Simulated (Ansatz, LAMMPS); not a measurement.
# Which site? a vacancy of Se in Zn40S29Se11 with crystalline order left by the classical run (80 atoms): runs compared

Aim: make a vacancy of Se at several sites of Zn40S29Se11 with crystalline order left by the classical run (80 atoms), relax each, and compare their energies.

Computed with Ansatz 0.2.0: Kohn-Sham DFT, PBE, PAW (set soft_2, large core), plane waves.

### 1. The cell as built

The cell holds 80 atoms: 40 Zn, 29 S and 11 Se. Its edges and angles: a = 11.843 Å, b = 11.843 Å, c = 11.843 Å, α = 90.0°, β = 90.0°, γ = 90.0°. 80 atoms (40 Zn, 29 S, 11 Se) placed at random at 4.41 g/cm³, melted at 2500 K for 10 ps at fixed volume with the Stillinger-Weber II-VI potential (Zhou et al., Phys. Rev. B 88, 085309 (2013)). Quenched from 2500 K to 300 K at 4 K/ps and fixed volume, annealed at 800 K for 50 ps, held 5 ps.

Limits known from the start: The quench rate of 4 K/ps is orders of magnitude faster than experiment, which tends to freeze in extra defects. The network of bonds at the start is that of the classical potential that made the cell, and needn't be the one that DFT or experiment would give. The Brillouin zone is sampled at Γ only, in a cell whose shortest periodic width is 12 Å.

### 2. The reference run

The reference is a single point at the end of the relaxation.

Every defect cell starts from the geometry of this run and is relaxed in the fixed cell.

Its input, with most atom lines left out:

```yaml
crystal:
  lattice:
    - [11.8432, 0.0, 0.0]
    - [0.0, 11.8432, 0.0]
    - [0.0, 0.0, 11.8432]
  atoms:
    - { symbol: Zn, position: [0.45719, 0.50113, 0.16535] }
    - { symbol: Zn, position: [0.46108, 0.01015, 0.1539] }
    - { symbol: Zn, position: [0.36315, 0.74609, 0.36249] }
    - { symbol: Zn, position: [0.16262, 0.49822, 0.25831] }
    - { symbol: Zn, position: [0.96518, 0.49631, 0.64942] }
    - { symbol: Zn, position: [0.15647, 0.00493, 0.26004] }
    - { symbol: Zn, position: [0.66513, 0.24605, 0.26279] }
    [... atom lines 8 to 80 left out ...]
kpoints:
  mp_grid: { grid: [1, 1, 1] }
hamiltonian:
  xc: pbe
  pseudopotentials: { kind: paw, core: large }
scf:
  occupations: { method: gaussian, width: 0.025 }
output:
  forces: true
  stress: true
  populations: true
  dos:
    method: { smearing: { sigma: 0.08 } }
    de: 0.1
    projected: { site_lists: { S: [S], Se: [Se], Zn: [Zn] } }
  eigenvalues: true
  write_density: true
  write_potential: true
  volumetric_format: npy
  elf: true
```

```
free energy per atom   : -2341.7727 eV/atom
r.m.s. force component : 0.00974 eV/Å
pressure               : 0.6219 GPa
```

Filled and empty levels are parted by 1.56 eV (at Γ alone); a semilocal functional tends to put such gaps too low. In a disordered cell it changes from sample to sample, and tail or defect levels can set it.

### 3. The runs

Each row is one run, on 4 threads of Arm Neoverse V1, shared host. The free energy is the program's total, comparable only between runs with the same functional, potentials and atoms.

| run | atoms | outcome | ionic steps, all passes | free energy (eV) | time | host memory (GiB) |
| --- | --- | --- | --- | --- | --- | --- |
| Single point at the start | 80 | converged | - | -187340.372 | 25 s | 2.3 |
| Relaxation | 80 | converged | 4 | -187341.814 | 64 s | 2.4 |
| Single point at the relaxed geometry | 80 | converged | - | -187341.814 | 43 s | 2.4 |
| Vacancy of Se, site Se80 | 79 | converged | 19 | -184760.727 | 7.6 min | 2.4 |
| Vacancy of Se, site Se77 | 79 | converged | 14 | -184760.703 | 5.4 min | 2.4 |

In some runs the program notes that potentials were chosen by core size.

The surroundings of site Se80, the cheapest one, after relaxation: 10 atoms, nearest first, with positions taken from that point. Atoms keep their numbers of the cell before the removal, where the removed atom was number 80.

| atom | x | y | z | distance (Å) | bonds |
| --- | --- | --- | --- | --- | --- |
| Zn31 | -1.15 | 1.40 | 0.42 | 1.86 | 3 |
| Zn30 | 1.26 | 1.40 | -0.39 | 1.92 | 3 |
| Zn25 | 0.76 | -1.66 | 2.04 | 2.74 | 3 |
| Zn37 | -0.76 | -1.78 | -2.03 | 2.81 | 3 |
| S63 | 3.28 | 0.00 | -1.07 | 3.45 | 4 |
| Se71 | -3.32 | 0.01 | 1.09 | 3.49 | 4 |
| S56 | -1.27 | -0.01 | -3.40 | 3.63 | 4 |
| S41 | 1.18 | 0.04 | 3.51 | 3.71 | 4 |
| S67 | 1.12 | 2.96 | -2.29 | 3.91 | 4 |
| S61 | -2.36 | 2.94 | -1.12 | 3.93 | 4 |

The column of bonds counts only the pairs Zn-S within 2.88 Å, Zn-Se within 3.02 Å; other neighbours, such as metal atoms beside each other in a compound, aren't counted, and periodic images can show an atom twice.

### 4. The sites compared

All these cells hold the same atoms, so their energies can be compared with no chemical potential.

| site | neighbours | mean distance (Å) | atoms within 6 Å | energy over the best site (eV) | before relaxation (eV) | gain on relaxing (eV) |
| --- | --- | --- | --- | --- | --- | --- |
| Se80 | Zn4 | 2.46 | 38 | 0.00 | 0.00 | 0.53 |
| Se77 | Zn4 | 2.45 | 38 | 0.02 | 0.01 | 0.52 |

Neighbours are those of the relaxed host within 2.88 Å (Zn-Se); other pairs aren't counted.

### 5. What came out

The cheapest site is Se80 (4 neighbours, Zn4); the dearest, Se77 (4 neighbours, Zn4), costs 0.024 eV more, a spread under the thermal energy at room temperature. Relaxation gains 0.52 to 0.53 eV and leaves the best site the same; before relaxing the sites lay within 0.01 eV, so most of the preference arises as the atoms move.

**Limits.** Defects are neutral and interact with their images. In a disordered cell the relaxation can also rearrange atoms far from the site. Only 2 of the 11 Se sites were tried; unless symmetry makes the others alike to these, a cheaper one may exist. The stress is far from hydrostatic: its diagonal is 2.4, -3.0, 2.4 GPa, compression counted positive.

The DFT runs together took 15 min of wall time.

[Logs are printed without paths, hosts, clocks, repeated set-up lines and the standing remarks that a program may print on its own settings, such as how far it seeks lower states.]

[Hosts, paths, dates, database ids (printed as entryN), source tags and the programs' standing remarks are cut or masked in the printed files.]
